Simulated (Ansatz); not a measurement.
## CdSe (F-43m): the PBE gap against the k mesh of the density

Aim: see how gap, energy and time of CdSe (F-43m) follow the k mesh of the density.

Calculated with Ansatz 0.2.0; DFT, PBE, plane waves, PAW; PAW set soft_1.

**1. Set-up**

It takes space group F-43m (No. 216, cubic). The conventional cell has a = 6.050 Å, b = 6.050 Å, c = 6.050 Å, α = 90.00°, β = 90.00°, γ = 90.00°. Cd has 4 Se at 2.62 Å nearest. Nearest to Se lie 4 Cd at 2.62 Å. Farther neighbours and most contacts between anions are not listed.

Geometry: measured lattice cell, ions relaxed with PBE; the structure entry is the Materials Project's. The runs that relaxed it are not among those shown.

**2. k mesh of the density: 2×2×2**

File input.yaml:

```yaml
crystal:
  lattice:
    - [0.0, 3.025, 3.025]
    - [3.025, 0.0, 3.025]
    - [3.025, 3.025, 0.0]
  atoms:
    - { symbol: Cd, position: [0.0, 0.0, 0.0] }
    - { symbol: Se, position: [0.75, 0.75, 0.75] }
kpoints:
  mp_grid: { grid: [2, 2, 2] }
  band_path:
    path:
      - [0.0, 0.0, 0.0]
      - [-0.5, -0.5, 0.0]
      - [-0.375, -0.375, 0.25]
      - [-0.375, 0.0, 0.375]
      - [0.0, 0.0, 0.5]
      - [-0.5, -0.25, 0.25]
    npoints: 1
hamiltonian:
  xc: pbe
  pseudopotentials: { kind: paw, azcp: { folder: soft_1 } }
scf:
  occupations: { method: fixed }
  n_extra_bands: 4
output:
  eigenvalues: true
```

Started as:

```console
> ansatz run input.yaml --threads 3 --pin off --max-ram 92160MiB --backend cuda --events-out ev --progress --plain --runs-dir out --devices 1 --max-vram 13GiB
```

Numbers of over 12 decimals in the logs are rounded to 6 here.

The program printed:

```text
scf.n_extra_bands = 4 over 18 filled bands (N_el = 36.0): the run solves 22 bands
GPUs: using 1 of 1 available (devices: 1).
Engine: ansatz 0.2.0, x86_64-unknown-linux-gnu
Pseudopotentials: kind: paw
Pseudopotential: Cd, paw, valence charge 20, recommended cutoff 420 eV (normal), soft_1/Cd.paw.azcp
Pseudopotential: Se, paw, valence charge 16, recommended cutoff 420 eV (normal), soft_1/Se.paw.azcp
Functional definition: PBE
  parameter kappa = 0.804
  parameter beta = 0.066725
  exchange = pbe_x(kappa = kappa, mu = beta*pi^2/3)
  correlation = pbe_c(beta = beta)
device memory: the entry about to start is reckoned to put 1.6 GiB on a device that reports 55.7 GiB free (of which the cap on the GPU budget leaves the run 13.0 GiB)
GPU FFT provider: cuFFT
GPU libraries: cuBLAS 13.8.2, cuFFT 12.4.0, cuSOLVER 12.3.4
Crystal: 2 atoms, lattice volume = 55.361 Å³
Basis set: ecut = 420 eV, 1067 PW (Γ)
Bands: 22, of which v1, the nominal top of the filled ones, is band 18 counted from 1 (17 counted from 0)
Symmetry: 24 space group operations
Space group: F-43m (ITA 216), of the structure as read, at distance tolerance 3.8e-5 Å
k-points: 3 of 8
Non-local potential: Cd, projectors of the file, l = 0: 3, l = 1: 2, l = 2: 2, l = 3: 1
Non-local potential: Se, projectors of the file, l = 0: 2, l = 1: 2, l = 2: 3, l = 3: 1
PAW form: soft (Blöchl's): semilocal exchange-correlation on the pseudo side does not see the compensation charge
PAW one-centre angular grid: Cd, 590 points (default); XC on 64 Gauss nodes
PAW one-centre angular grid: Se, 590 points (default); XC on 64 Gauss nodes
Initial density: superposition of atomic densities (chi_scale 0.1, normalization cell, long waves kept (reshape's long-wave potential 0.00 eV rms))
Initial wavefunctions: pseudopotential atomic-orbital guess
GPU buffer pool allocated for 27000 grid points (all kernels)
GPU transforms: local potential and band sums: pruned to the plane-wave sphere, on 30×30×30
Functional: x = pbe(κ = 0.804, μ = 0.219515), c = pbe(β = 0.066725)
SCF iter   1: F=—  HF=-13724.069846 eV  |F-HF|=—  |Δ(HF+E_count)|=         —  Δρ=5.15e-2  dr2=1.16e0  ethr=3.10e-3  ⟨swp⟩=4.7  Hψ=247  notcnv=0  defer=3
preconditioner: auto → none  [insulator: Δε(μ)=0.324 eV  Ē_g=12.892 eV  n_scr=14 (ndim 8)  ℏωp=21.2 eV  f_vac=0.159  ε∞_Penn≈3.7]
SCF iter   2: F=—  HF=-13723.719029 eV  |F-HF|=—  |Δ(HF+E_count)|=   3.51e-1  Δρ=1.97e-2  dr2=1.55e-1  ethr=3.10e-3  ⟨swp⟩=2.7  Hψ=127  notcnv=0  defer=2
SCF iter   3: F=—  HF=-13723.681086 eV  |F-HF|=—  |Δ(HF+E_count)|=   3.79e-2  Δρ=9.03e-3  dr2=2.86e-2  ethr=4.31e-4  ⟨swp⟩=2.7  Hψ=109  notcnv=0  defer=3
SCF iter   4: F=—  HF=-13723.679296 eV  |F-HF|=—  |Δ(HF+E_count)|=   1.79e-3  Δρ=3.77e-3  dr2=5.28e-3  ethr=7.95e-5  ⟨swp⟩=2.7  Hψ=107  notcnv=0  defer=3
SCF iter   5: F=—  HF=-13723.678899 eV  |F-HF|=—  |Δ(HF+E_count)|=   3.96e-4  Δρ=7.72e-4  dr2=2.08e-4  ethr=1.47e-5  ⟨swp⟩=2.7  Hψ=113  notcnv=0  defer=3
SCF iter   6: F=—  HF=-13723.679044 eV  |F-HF|=—  |Δ(HF+E_count)|=   1.44e-4  Δρ=1.12e-4  dr2=5.99e-6  ethr=5.78e-7  ⟨swp⟩=2.0  Hψ=108  notcnv=0  defer=3
SCF iter   7: F=—  HF=-13723.679397 eV  |F-HF|=—  |Δ(HF+E_count)|=   3.53e-4  Δρ=1.70e-5  dr2=1.76e-7  ethr=1.66e-8  ⟨swp⟩=2.7  Hψ=122  notcnv=0  defer=1
SCF iter   8: F=-13723.679397 eV  HF=-13723.679397 eV  |F-HF|=4.59e-9  |Δ(HF+E_count)|=   3.48e-8  Δρ=1.98e-6  dr2=1.49e-9  ethr=2.78e-10  ⟨swp⟩=4.7  Hψ=233  notcnv=0
SCF 1 converged in 8 iterations: F = -13723.679397 eV  dr2 = 1.49e-9
[...]
device memory: the entry about to start is reckoned to put 1.0 GiB on a device that reports 55.2 GiB free (of which the cap on the GPU budget leaves the run 13.0 GiB)
NSCF: frozen V_eff on 6 k-points
SCF converged after 8 iterations
Free energy (F): -13723.679397 eV
Harris-Foulkes:  -13723.679397 eV  (|F-HF|=4.59e-9)
Internal energy: -13723.679397 eV  (E = F + TS)
E sigma→0 (E₀):  -13723.679397 eV
Fermi energy:    7.851207 eV
--- Per-component energies (eV) ---
  E_band       = -880.328208
  E_kinetic    = 554.921420
  E_local      = -6596.236380  (includes V_loc(G=0)·N_el)
  E_nonlocal   = -234.199937
  E_hartree    = 3214.129035
  E_xc         = -242.868239
  E_vxc        = -288.029940  (∫ρ·V_xc dr)
  E_paw        = -6229.356263  (= ΣΔE_a)
  E_vpaw       = -745.040165  (= ΣTr[D̂ρ^β])
  E_aug_tail   = -0.000045  (compensation charges beyond the density's cutoff)
  E_ewald      = -4190.068988
  E_smearing   = -0.000000  (= −TS)
  E_closure    = -0.000000  (closes the sum)
  Σ components = -13723.679397   (vs F -13723.679397, Δ=0.00e0)
--- Band table (eV) ---
  k-point 0: bands = [... 14 lower, -0.1346, 7.8512, 7.8512, 7.8512, 8.3317, 13.5563, 13.5563, 13.5563]
  k-point 1: bands = [... 14 lower, 0.2083, 3.2451, 7.0546, 7.0546, 10.0822, 14.0852, 14.0852, 15.2364]
  k-point 2: bands = [... 14 lower, 0.2879, 3.5498, 5.8920, 5.8920, 10.7673, 11.4587, 17.0147, 18.0079]
```

Wall time 4.9 s (1 × NVIDIA H100 80GB HBM3 (shared by 6 runs) with 3 threads of AMD EPYC 7R13 (Zen 3), shared host); peak memory 0.87 GiB; 4.4 s of CPU time.

The column dr2 measures how far the density is from self-consistency, as an energy; F and HF (Harris–Foulkes) agree once it is small.

Numbers from this step:

```
gap                  : 0.4805 eV
valence top at       : Γ
conduction bottom at : Γ
least direct gap     : 0.4805 eV
```

The gap is direct, at Γ.

**3. k mesh of the density: 4×4×4**

input.yaml, as its differences from that of step 2:

```diff
@@ -9,3 +9,3 @@
 kpoints:
-  mp_grid: { grid: [2, 2, 2] }
+  mp_grid: { grid: [4, 4, 4] }
   band_path:
```

The program printed:

```text
[...]
GPUs: using 1 of 1 available (devices: 1).
[...]
GPU FFT provider: cuFFT
GPU libraries: cuBLAS 13.8.2, cuFFT 12.4.0, cuSOLVER 12.3.4
Crystal: 2 atoms, lattice volume = 55.361 Å³
Basis set: ecut = 420 eV, 1067 PW (Γ)
Bands: 22, of which v1, the nominal top of the filled ones, is band 18 counted from 1 (17 counted from 0)
Symmetry: 24 space group operations
[...]
Fermi energy:    7.554549 eV
[...]
--- Band table (eV; the first three rows and the last of 8) ---
  k-point 0: bands = [... 14 lower, -0.0661, 7.5545, 7.5545, 7.5545, 8.1811, 13.4797, 13.4797, 13.4797]
  k-point 1: bands = [... 14 lower, -0.0640, 4.8430, 7.1390, 7.1390, 9.8711, 13.5269, 14.0080, 14.0080]
  k-point 2: bands = [... 14 lower, 0.2434, 3.0669, 6.7812, 6.7812, 9.9559, 13.9950, 13.9950, 14.9943]
  k-point 7: bands = [... 14 lower, 0.4445, 3.4866, 5.2617, 5.2728, 12.6473, 12.7582, 14.0432, 15.1508]
[key lines of the parts left out:]
SCF converged after 7 iterations
Free energy (F): -13724.782900 eV
```

Wall time 6.8 s (1 × NVIDIA H100 80GB HBM3 (shared by 6 runs) with 3 threads); peak memory 0.88 GiB.

This step gave:

| Property | Result |
| --- | --- |
| gap | 0.6266 eV |
| valence top at | Γ |
| conduction bottom at | Γ |
| least direct gap | 0.6266 eV |

The gap is 0.627 eV, +0.146 eV from the run before at this level.

**4. k mesh of the density: 6×6×6 (the default)**

input.yaml, the sections that differ from step 3:

```yaml
kpoints:
  mp_grid: { grid: [6, 6, 6] }
  band_path:
    path:
      - [[0.0, 0.0, 0.0], [-0.5, -0.5, 0.0], [-0.375, -0.375, 0.25]]
      - [[-0.375, 0.0, 0.375], [0.0, 0.0, 0.0], [0.0, 0.0, 0.5], [-0.5, -0.25, 0.25], [-0.5, -0.5, 0.0]]
    npoints: 10
scf:
  occupations: { method: fermi_dirac, width: 0.02 }
  n_extra_bands: 4
output:
  eigenvalues: true
  write_density: true
  write_potential: true
  elf: true
  volumetric_format: npy
# crystal, hamiltonian: as in step 3
```

The program printed:

```text
[...]
GPUs: using 1 of 1 available (devices: 1).
[...]
GPU FFT provider: cuFFT
GPU libraries: cuBLAS 13.8.2, cuFFT 12.4.0, cuSOLVER 12.3.4
Crystal: 2 atoms, lattice volume = 55.361 Å³
Basis set: ecut = 420 eV, 1067 PW (Γ)
Bands: 22, of which v1, the nominal top of the filled ones, is band 18 counted from 1 (17 counted from 0)
Symmetry: 24 space group operations
[...]
Fermi energy:    7.860055 eV
[...]
--- Band table (eV; the first three rows and the last of 16) ---
  k-point 0: bands = [... 14 lower, -0.0639, 7.5296, 7.5296, 7.5296, 8.1686, 13.4729, 13.4729, 13.4729]
  k-point 1: bands = [... 14 lower, -0.0649, 5.8088, 7.3132, 7.3132, 9.4756, 13.2432, 13.8026, 13.8026]
  k-point 2: bands = [... 14 lower, -0.0537, 3.9514, 6.9313, 6.9313, 9.9649, 14.0512, 14.0512, 14.1269]
  k-point 15: bands = [... 14 lower, 0.4122, 3.4469, 5.3357, 5.3396, 11.8897, 12.2132, 15.1470, 15.5984]
[key lines of the parts left out:]
SCF converged after 7 iterations
Free energy (F): -13724.828552 eV
```

Run time: 8.2 s. Hardware: 1 × NVIDIA H100 80GB HBM3 (shared by 6 runs) with 3 threads; peak memory 0.91 GiB.

This step gave:

```
gap                  : 0.6390 eV
valence top at       : Γ
conduction bottom at : Γ
least direct gap     : 0.6390 eV
```

The gap is 0.639 eV, +0.012 eV from the run before at this level.

**5. k mesh of the density: 10×10×10**

input.yaml, the sections that differ from step 4:

```yaml
kpoints:
  mp_grid: { grid: [10, 10, 10] }
  band_path:
    path:
      - [0.0, 0.0, 0.0]
      - [-0.5, -0.5, 0.0]
      - [-0.375, -0.375, 0.25]
      - [-0.375, 0.0, 0.375]
      - [0.0, 0.0, 0.5]
      - [-0.5, -0.25, 0.25]
    npoints: 1
scf:
  occupations: { method: fixed }
  n_extra_bands: 4
output:
  eigenvalues: true
# crystal, hamiltonian: as in step 4
```

The program printed:

```text
[...]
GPUs: using 1 of 1 available (devices: 1).
[...]
GPU FFT provider: cuFFT
GPU libraries: cuBLAS 13.8.2, cuFFT 12.4.0, cuSOLVER 12.3.4
Crystal: 2 atoms, lattice volume = 55.361 Å³
Basis set: ecut = 420 eV, 1067 PW (Γ)
Bands: 22, of which v1, the nominal top of the filled ones, is band 18 counted from 1 (17 counted from 0)
Symmetry: 24 space group operations
[...]
Fermi energy:    7.525610 eV
[...]
--- Band table (eV; the first three rows and the last of 47) ---
  k-point 0: bands = [... 14 lower, -0.0635, 7.5256, 7.5256, 7.5256, 8.1666, 13.4719, 13.4719, 13.4719]
  k-point 1: bands = [... 14 lower, -0.0643, 6.6074, 7.4405, 7.4405, 8.9474, 13.3081, 13.6107, 13.6107]
  k-point 2: bands = [... 14 lower, -0.0639, 5.4062, 7.2319, 7.2319, 9.6662, 13.2949, 13.8945, 13.8945]
  k-point 46: bands = [... 14 lower, 0.4314, 3.4602, 5.2749, 5.2829, 12.3215, 12.4558, 14.5466, 15.3214]
[key lines of the parts left out:]
SCF converged after 7 iterations
Free energy (F): -13724.833238 eV
```

It took 7.9 s on 1 × NVIDIA H100 80GB HBM3 (shared by 6 runs) with 3 threads; peak memory 0.88 GiB.

Numbers from this step:

- gap: 0.641 eV
- valence top at: Γ
- conduction bottom at: Γ
- least direct gap: 0.641 eV

The gap is 0.641 eV, +0.002 eV from the run before at this level.

**6. The series**

Differences are against the last row; a negative gap means that bands overlap, and a run with a band path holds that path's time. Times are wall times on 1 × NVIDIA H100 80GB HBM3 (shared by 6 runs) with 3 threads of AMD EPYC 7R13 (Zen 3), shared host, good to a factor of about two.

```tsv
k mesh of the density	gap (eV)	direct gap (eV)	gap error (eV)	energy error (meV/atom)	irreducible k	time
2×2×2	0.480	0.480	−0.161	+576.9	3	4.9 s
4×4×4	0.627	0.627	−0.014	+25.2	8	6.8 s
6×6×6	0.639	0.639	−0.002	+2.3	16	8.2 s
10×10×10	0.641	0.641	+0.000	+0.0	47	7.9 s
```

**7. Summary of results**

| Quantity | Value |
| --- | --- |
| 2×2×2 | 0.480 eV |
| 4×4×4 | 0.627 eV |
| 6×6×6 | 0.639 eV |
| 10×10×10 | 0.641 eV |

The gap holds to 0.02 eV from 4×4×4 on. At 2×2×2 the gap is off by −0.161 eV and the energy by +577 meV/atom. The gap is read over the mesh and added points near the edges, so meshes differ mainly through the density and, for a hybrid, the exchange operator.

[Paths, hosts, dates, memory and timing lines, banners, echoed tables and standing remarks are left out of the program output.]

[Logs are printed without paths, hosts, clocks, repeated set-up lines and the standing remarks that a program may print on its own settings, such as how far it seeks lower states.]

[Runs of the session that timed out or met a known fault of the program may be left out.]

[Cells called generated may have been cut or substituted from an entry of the Crystallography Open Database or the Materials Project.]

[Hosts, paths, dates, database ids (printed as entryN), source tags and the programs' standing remarks are cut or masked in the printed files.]
